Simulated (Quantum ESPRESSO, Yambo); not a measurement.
# Quasiparticle gap of CuBiSeO (P4/nmm) in Yambo, part 3 of 3

How does a plane-wave GW calculation on CuBiSeO (P4/nmm) run from the first input to the gap?

Quantum ESPRESSO 7.5 and Yambo 5.3.0; LDA and many-body steps on it, plane waves. Known limits of the many-body steps: not at the basis limit; model gap, bands may invert with spin-orbit coupling; d shell near the gap, gap tends to lie low; no spin-orbit coupling; coarse k mesh.

So far. Step 3 (Bands along the symmetry lines): The gap is 0.121 eV, +0.008 eV from the run before at this level. Step 4 (Empty states on the mesh, 4×4×1 mesh, 274 bands): On this mesh the gap is 0.484 eV. The earlier step found 0.113 eV, so this mesh misses an edge.

In doubt: a PseudoDojo file used here is known to give poor structures and forces, which bears on pressures, cells, forces and phonons.

### Step 5. Conversion and set-up

This step: Yambo 5.3.0; conversion and set-up on LDA, plane waves, norm-conserving pseudopotentials.

The states are converted to the many-body program's format and the q mesh is built.

Started as:

```console
$ (cd o/x.save; p2y > p2y.log; mv SAVE ../..); yambo > setup.log
```

The program printed:

```text
 Yambo, version 5.3.0

 [02] CORE Variables Setup
 =========================

  [02.01] Unit cells
  ==================

  Cell kind             :  Unknown
  Atoms in the cell     :  Cu  Bi  Se  O
  number of Cu atoms    :  2
  number of Bi atoms    :  2
  number of Se atoms    :  2
  number of O  atoms    :  2

  List of atomic masses
  Mass of Cu    :  63.54600
  Mass of Bi    :  208.9800
  Mass of Se    :  78.97100
  Mass of O     :  15.99900

  List of atomic coordinates    : [cc]
  Cu1       :  0.000000  0.000000  8.421848  order 1
  Cu2       :  3.705847  3.705847  8.421848  order 2
  Bi1       :   0.00000   3.70585  14.48859  order 3
  Bi2       :  3.705847  0.000000  2.355102  order 4
  Se1       :   3.70585   0.00000  11.33284  order 5
  Se2       :  0.000000  3.705847  5.510853  order 6
  O1       :  3.705847  3.705847  0.000000  order 7
  O2       :  0.000000  0.000000  0.000000  order 8

  Alat factors          :   7.41169   7.41169  16.84370 [a.u.]
  Direct lattice volume :  925.2785 [a.u.]
  Direct lattice vectors:  A[ 1 ]  A[ 2 ]  A[ 3 ]
   A[ 1 ]:  1.000000  0.000000  0.000000  [iru]
   7.411695  0.000000  0.000000  [cc]
   A[ 2 ]:  0.000000  1.000000  0.000000  [iru]
   0.000000  7.411695  0.000000  [cc]
   A[ 3 ]:  0.000000  0.000000  1.000000  [iru]
    0.00000   0.00000  16.84370  [cc]

  Recip. lattice volume :  0.268082 [a.u.]
  Recip. lattice vectors:  B[ 1 ]  B[ 2 ]  B[ 3 ]
   B[ 1 ]:  1.000000  0.000000  0.000000  [iku]
   0.847739  0.000000  0.000000  [cc]
   B[ 2 ]:  0.000000  1.000000  0.000000  [iku]
   0.000000  0.847739  0.000000  [cc]
   B[ 3 ]:  0.000000  0.000000  1.000000  [iku]
   0.000000  0.000000  0.373029  [cc]

  [02.02] Symmetries
  ==================

  Inversion symmetry    : yes
  Spatial inversion     : no
  Inversion index       :   9
  K-space Time-reversal : yes
  Magnetic symmetries   : no
  Time-reversal derived K-space symmetries:   9  16
  Group table correct   : yes
  Symmetries units      :  [cc]

   [S  1]:  1.000000  0.000000  0.000000  0.000000  1.000000  0.000000  0.000000  0.000000  1.000000
   [S  2]: -1.000000  0.000000  0.000000  0.000000 -1.000000  0.000000  0.000000  0.000000  1.000000
   [S  3]:  0.000000  1.000000  0.000000  1.000000  0.000000  0.000000  0.000000  0.000000 -1.000000
[...]
[S  7]:  0.000000  1.000000  0.000000 -1.000000  0.000000  0.000000  0.000000  0.000000 -1.000000
   [S  8]:  0.000000 -1.000000  0.000000  1.000000  0.000000  0.000000  0.000000  0.000000 -1.000000
   [S* 9]: -1.000000 -0.000000 -0.000000 -0.000000 -1.000000 -0.000000 -0.000000 -0.000000 -1.000000
   [S*10]:  1.000000 -0.000000 -0.000000 -0.000000  1.000000 -0.000000 -0.000000 -0.000000 -1.000000
     [... 4 further rows ...]
   [S*15]: -0.000000 -1.000000 -0.000000  1.000000 -0.000000 -0.000000 -0.000000 -0.000000  1.000000
[...]
BZ  K-points                                      :  16

  K/Q-points units:
  rlu = crystal or reduced units; cc = cartesian coordinates; iku = interal k-units

  K [1]          [rlu]:  0.000000  0.000000  0.000000
         WF components:  16471
  K [2]          [rlu]:  0.000000  0.250000  0.000000
         WF components:  16562
  K [3]          [rlu]:  0.000000 -0.500000  0.000000
         WF components:  16628
  K [4]          [rlu]:  0.250000  0.250000  0.000000
         WF components:  16565
  K [5]          [rlu]:  0.250000 -0.500000  0.000000
         WF components:  16592
  K [6]          [rlu]: -0.500000 -0.500000  0.000000
         WF components:  16588

  [02.05] Energies & Occupations
  ==============================

  [X] === General ===
  [X] Electronic Temperature                        :  0.000000  0.000000 [eV K]
  [X] Bosonic    Temperature                        :  0.000000  0.000000 [eV K]
  [X] Finite Temperature mode                       : no
  [X] El. density                                   :  0.10502E+25 [cm-3]
  [X] Fermi Level                                   :  13.48324 [eV]

  [X] === Gaps and Widths ===
  [X] Conduction Band Min                           :  0.484104 [eV]
  [X] Valence Band Max                              :  0.000000 [eV]
  [X] Filled Bands                                  :   72
  [X] Empty Bands                                   :   73  274
  [X] Direct Gap                                    :  0.674272 [eV]
  [X] Direct Gap localized at k                     :  1
  [X] Indirect Gap                                  :  0.484104 [eV]
  [X] Indirect Gap between kpts                     :  2  1
  [X] Last valence band width                       :  1.042999 [eV]
  [X] 1st conduction band width                     :  1.686867 [eV]

  E @ K [1]:  [eV]
  -206.8139 -206.8139 -154.1078 -154.1078 -146.8625 -146.8625 -146.8533 -146.8533
[...]
[... 6 further rows ...]
[...]
occ @ K [1]
[...]
[... 6 further rows ...]
[...]
E @ K [2]:  [eV]
[...]
occ @ K [2]
[...]
E @ K [3]:  [eV]
[...]
occ @ K [3]
[...]
E @ K [4]:  [eV]
[...]
occ @ K [4]
[...]
E @ K [5]:  [eV]
[...]
occ @ K [5]
[...]
E @ K [6]:  [eV]
[...]
[... 6 further rows ...]
[...]
occ @ K [6]
[...]
[... 6 further rows ...]
   0.000000  0.000000  0.000000  0.000000  0.000000  0.000000  0.000000  0.000000
   0.000000  0.000000  0.000000  0.000000  0.000000  0.000000  0.000000  0.000000

 [03] Transferred momenta grid and indexing
 ==========================================

 IBZ Q-points                                      :   6
 BZ  Q-points                                      :  16

 K/Q-points units:
 rlu = crystal or reduced units; cc = cartesian coordinates; iku = interal k-units

 Q [1]          [rlu]:  0.000000  0.000000  0.000000
 Q [2]          [rlu]:  0.000000  0.250000  0.000000
 Q [3]          [rlu]:  0.000000 -0.500000  0.000000
 Q [4]          [rlu]:  0.250000  0.250000  0.000000
 Q [5]          [rlu]:  0.250000 -0.500000  0.000000
 Q [6]          [rlu]: -0.500000 -0.500000  0.000000

  [03.01] X indexes
  =================

   [03.01.01] Sigma indexes
   ========================

 [06] Game Over & Game summary
```

Run time: 5 s. Hardware: 1 MPI rank of Intel Xeon 6975P-C (Granite Rapids), shared host; peak memory 0.27 GiB.

### Step 6. Screening and self-energy, 4×4×1 mesh, 274 bands, screening to 149.7 eV

G0W0 replaces the xc potential by the self-energy, built once from these orbitals. Only a window of levels is corrected, while the sums run over the empty bands that the input names.

This step: G0W0 on LDA, plane waves, norm-conserving pseudopotentials.

gw1.in

```
HF_and_locXC
gw0
dyson
ppa
em1d
rim_cut
RandQpts= 1000000
RandGvec= 1 RL
EXXRLvcs= 104 Ry
VXCRLvcs= 416 Ry
Chimod= "HARTREE"
% BndsRnXp
 1 | 274 |
%
NGsBlkXp= 11 Ry
% LongDrXp
 1 | 1 | 1 |
%
% GbndRnge
 1 | 274 |
%
DysSolver= "n"
ExtendOut
PPAPntXp= 27.21138 eV
% QPkrange
 2 | 2 | 71 | 74 |
 1 | 1 | 71 | 74 |
%
```

Started as:

```console
$ OMP_NUM_THREADS=2 mpirun -n 2 yambo -F gw1.in -J gw1 -C gw1 > gw1.log
```

The program printed:

```text
 Yambo, version 5.3.0

 [02] CORE Variables Setup
 =========================

  [... cell, symmetries and grids as in the set-up ...]

  [02.05] Energies & Occupations
  ==============================

  [X] === General ===
  [X] Electronic Temperature                        :  0.000000  0.000000 [eV K]
  [X] Bosonic    Temperature                        :  0.000000  0.000000 [eV K]
  [X] Finite Temperature mode                       : no
  [X] El. density                                   :  0.10502E+25 [cm-3]
  [X] Fermi Level                                   :  13.48324 [eV]

  [X] === Gaps and Widths ===
  [X] Conduction Band Min                           :  0.484104 [eV]
  [X] Valence Band Max                              :  0.000000 [eV]
  [X] Filled Bands                                  :   72
  [X] Empty Bands                                   :   73  274
  [X] Direct Gap                                    :  0.674272 [eV]
  [X] Direct Gap localized at k                     :  1
  [X] Indirect Gap                                  :  0.484104 [eV]
  [X] Indirect Gap between kpts                     :  2  1
  [X] Last valence band width                       :  1.042999 [eV]
  [X] 1st conduction band width                     :  1.686867 [eV]

 [03] Transferred momenta grid and indexing
 ==========================================

 IBZ Q-points                                      :   6
 BZ  Q-points                                      :  16

 K/Q-points units:
 rlu = crystal or reduced units; cc = cartesian coordinates; iku = interal k-units

 Q [1]          [rlu]:  0.000000  0.000000  0.000000
 Q [2]          [rlu]:  0.000000  0.250000  0.000000
 Q [3]          [rlu]:  0.000000 -0.500000  0.000000
 Q [4]          [rlu]:  0.250000  0.250000  0.000000
 Q [5]          [rlu]:  0.250000 -0.500000  0.000000
 Q [6]          [rlu]: -0.500000 -0.500000  0.000000

 [04] Coloumb potential Random Integration (RIM)
 ===============================================

  [04.01] RIM initialization
  ==========================

  * Diagonal components only detected *

  8 x (sBL volume)        :  0.134041 [a.u.]
  sBZ random points       :  1000000
  Points outside the sBZ  :   7992674
  RL volume               :  0.268082 [a.u.]
  Integrated volume       :  0.268327 [a.u.]

  [04.02] RIM integrals
  =====================

  Gamma point sphere radius             :  0.092832 [a.u.]
  Points outside the sphere             :   799627
  [Int_sBZ(q=0) 1/q^2]*(Vol_sBZ)^(-1/3) =:  7.408415
                                 should be <:  7.795600

  Summary of Coulomb integrals for non-metallic bands |Q|[au] RIM/Bare

  Q [1] 0.100000E-4 0.950333 * Q [2] 0.211935 0.900235
  Q [4] 0.299721 0.961888 * Q [3] 0.423870 0.975721
  Q [5] 0.473901 0.982650 * Q [6] 0.599442 0.989317

 [05] Dipoles
 ============

  [05.01] Setup: observables and procedures
  =========================================

  [WARNING] [x,Vnl] slows the Dipoles computation. To neglect it rename the ns.kb_pp file

 [06] Dynamic Dielectric Matrix (PPA)
 ====================================

 [WR./gw1//ndb.pp]---------------------------------------------------------------
  Brillouin Zone Q/K grids (IBZ/BZ)                :   6  16   6  16
  RL vectors                                       :  19677 [WF]
  Coulomb cutoff potential                         : none
  Electronic Temperature                           :  0.000000 [K]
  Bosonic    Temperature                           :  0.000000 [K]
  PPA    diel. fun.  energies                      : Slater exchange(X)+Perdew & Wang(C)
  wavefunctions                                    : Slater exchange(X)+Perdew & Wang(C)
  Global Gauge                                     : length
  X matrix size                                    :   575
  X band range                                     :    1  274
  X e/h energy range                               : -1.000000 -1.000000 [eV]
  X Time ordering                                  : R
  X Hxc Kernel                                     : HARTREE
  X Drude frequency                                :  0.000000  0.000000
  X poles                                          :  100.0000 [o/o]
  RL vectors in the sum                            :  19677
  [r,Vnl] included                                 : yes
  Field direction                                  :  0.577350E-5  0.577350E-5  0.577350E-5
  BZ energy Double Grid                            : no
  BZ energy DbGd points                            : 0
  BZ Q point size factor                           : -1.000000
  X Optical Averaged directions                    : none

 [07] Local Exchange-Correlation + Non-Local Fock
 ================================================

 [VXC] Plane waves :  132553
 [EXS] Plane waves :  16487

 QP @ state[ 1 ] K range:  1  2
 QP @ state[ 1 ] b range:   71   74

 [xc] Functional : Slater exchange(X)+Perdew & Wang(C)
 [xc] LIBXC used to calculate xc functional
  PP Number of Atomic Species                      :   4
  NLCC RL compoments                               :  132553
  PP Number of Atomic Species                      :   4
  NLCC RL compoments                               :  132553

 [xc] E_xc :  -124.8863 [Ha]
      E_xc :  -249.7726 [Ry]

  Local XC kind (lXC) : Slater exchange(X)+Perdew & Wang(C)
  Non-Local XC kind (nlXC) : Hartree-Fock

  Corrections @ K [1] :  [eV]
 <71|nlXC|71> = -25.60650  0.18712E-18 <71|lXC|71> = -21.94369  0.000000
 <72|nlXC|72> = -25.60691 -0.76701E-17 <72|lXC|72> = -21.94368  0.94408E-16
 <73|nlXC|73> = -10.29666 -0.76676E-17 <73|lXC|73> = -14.19244 -0.18882E-15
 <74|nlXC|74> = -9.569682 -0.51567E-17 <74|lXC|74> = -13.68209  0.000000

  Corrections @ K [2] :  [eV]
 <71|nlXC|71> = -27.07963  0.10692E-16 <71|lXC|71> = -23.16694  0.28323E-15
 <72|nlXC|72> = -25.95615 -0.23096E-17 <72|lXC|72> = -22.30053 -0.37763E-15
 <73|nlXC|73> = -10.84968 -0.27016E-17 <73|lXC|73> = -14.92850  0.000000
 <74|nlXC|74> = -9.656864  0.12932E-17 <74|lXC|74> = -14.26982  0.37763E-15

 [08] Dyson equation: Newton solver
 ==================================

  [08.01] G0W0 (W PPA)
  ====================

  [  GW  ] Bands range     :    1  274
  [GW/PPA] G damping       :  0.100000 [eV]

  QP @ state[ 1 ] K range:  1  2
  QP @ state[ 1 ] b range:   71   74

   Sc/G bands                                       :    1  274
   Sc/G damping                                     :  0.100000 ev
   Sc bands terminator                              : no
   Sx RL components                                 :  16487

   QP @ state[ 1 ] K range                          :  1  2
   QP @ state[ 1 ] b range                          :   71   74
   GF energies kind                                 : Slater exchange(X)+Perdew & Wang(C)
   GF WF`s kind                                     : Slater exchange(X)+Perdew & Wang(C)
   Xs energies kind                                 : Slater exchange(X)+Perdew & Wang(C)
   Xs WF`s kind                                     : Slater exchange(X)+Perdew & Wang(C)

 [11] Game Over & Game summary
```

Wall time 21 min (2 MPI ranks); peak memory 2.7 GiB; 65 min of CPU time.

Numbers from this step:

| Quantity | Value |
| --- | --- |
| G0W0 gap on the points computed | 0.9686 eV |
| starting gap on the mesh | 0.4841 eV |
| k of the valence top | 0, 0.25, 0 |
| k of the conduction bottom | 0, 0, 0 |
| least direct G0W0 gap on the computed points | 1.161 eV |
| Z at the valence top | 0.7702 |
| Z at the conduction bottom | 0.8121 |

The gap on the mesh goes from 0.48 eV to 0.97 eV, a correction of +0.48 eV. The start differs from the 0.11 eV found before because the two sample other k points.

Limits: finite bands, cutoff and mesh; model gap, bands may invert with spin-orbit coupling; d shell near the gap, gap tends to lie low; no spin-orbit coupling; coarse k mesh. v1 is the top filled band, c1 the lowest empty one. The levels before and after the correction (eV, zero at the valence-band top of each column):

```tsv
	conduction bottom	valence top
Kohn-Sham	0.48	0.00
G0W0	0.97	0.00
```

```tsv
	level	energy (eV)
Kohn-Sham	Γ v2-v1	-0.190
Kohn-Sham	Γ c1	0.484
Kohn-Sham	Γ c2	1.071
Kohn-Sham	(0 0.25 0) v2	-0.190
Kohn-Sham	(0 0.25 0) v1	0.000
Kohn-Sham	(0 0.25 0) c1	1.582
Kohn-Sham	(0 0.25 0) c2	2.019
G0W0	Γ v2-v1	-0.192
G0W0	Γ c1	0.969
G0W0	Γ c2	1.593
G0W0	(0 0.25 0) v2	-0.178
G0W0	(0 0.25 0) v1	0.000
G0W0	(0 0.25 0) c1	2.152
G0W0	(0 0.25 0) c2	2.664
```

### Step 7. Where the time went

Times are wall times on the hardware named with each run, good to a factor of about two.

```tsv
step	time	share	memory (GiB)
ground state	4.6 min	16 %	1.6
bands along the symmetry lines	1.8 min	6 %	0.91
empty states on the mesh	83 s	5 %	1.9
conversion and set-up	5 s	0 %	0.27
screening and self-energy	21 min	73 %	2.7
```

### Step 8. What came out

```yaml
lda_gap: 0.11 eV, indirect (only 46 meV under the direct gap)
g0w0_gap_on_the_mesh: 0.97 eV
g0w0_gap_over_the_zone_rigid_shift: 0.60 eV
gw_settings: 4×4×1 mesh, 274 bands, screening to 149.7 eV, Godby-Needs plasmon pole
known_limits: not at the basis limit; model gap, bands may invert with spin-orbit coupling; d shell near the gap, gap tends to lie low; no spin-orbit coupling; coarse k mesh
```

What this shows: G0W0 moves the gap on the mesh from 0.48 eV to 0.97 eV (+0.48 eV), with Z of 0.77 and 0.81 at the edges. The mesh misses the band edges by 0.37 eV in all; a rigid shift gives 0.60 eV for the zone. Only 2 of the mesh's irreducible points were corrected, so a valley elsewhere could overtake. The dearest step here is «screening and self-energy». Bands and cutoff are finite, so the gap is not at the basis limit. The miss can reach some tenths of an eV and take either sign; the mesh is an error of its own. In the G0W0 run levels were corrected at 2 k points alone, so a gap called «on the mesh» is the least over those, and an edge elsewhere would be missed. A denser mesh or path gives a starting gap of 0.11 eV: the GW mesh misses a band edge, so its gaps are not the fundamental one. The 4×4×1 mesh is coarse for this cell, which bears on the long-range parts of exchange and screening. Mesh or cutoff lie under what a gap needs, so these runs test behaviour and cost; their gaps are not to be quoted. Where an edge is built on 6p states of lead, bismuth or thallium, scalar-relativistic gaps usually stand too wide, by a few tenths to over one eV. With atoms this heavy and so narrow a gap, spin-orbit coupling can invert the bands. These scalar-relativistic gaps are then model values, not to be set against experiment, and a spin-orbit change taken from DFT can't simply be added. A d shell, filled or nearly so, lies near the gap. One-shot GW converges very slowly in bands there, not always from below, and on a semilocal start the gap tends to come out low; starts rich in exact exchange can overshoot instead.

[Paths, hosts, dates, memory and timing lines, banners, echoed tables and standing remarks are left out of the program output.]

[Logs are printed without paths, hosts, clocks, repeated set-up lines and the standing remarks that a program may print on its own settings, such as how far it seeks lower states.]

[Runs of the session that timed out or met a known fault of the program may be left out.]

[Hosts, paths, dates, database ids (printed as entryN), source tags and the programs' standing remarks are cut or masked in the printed files.]
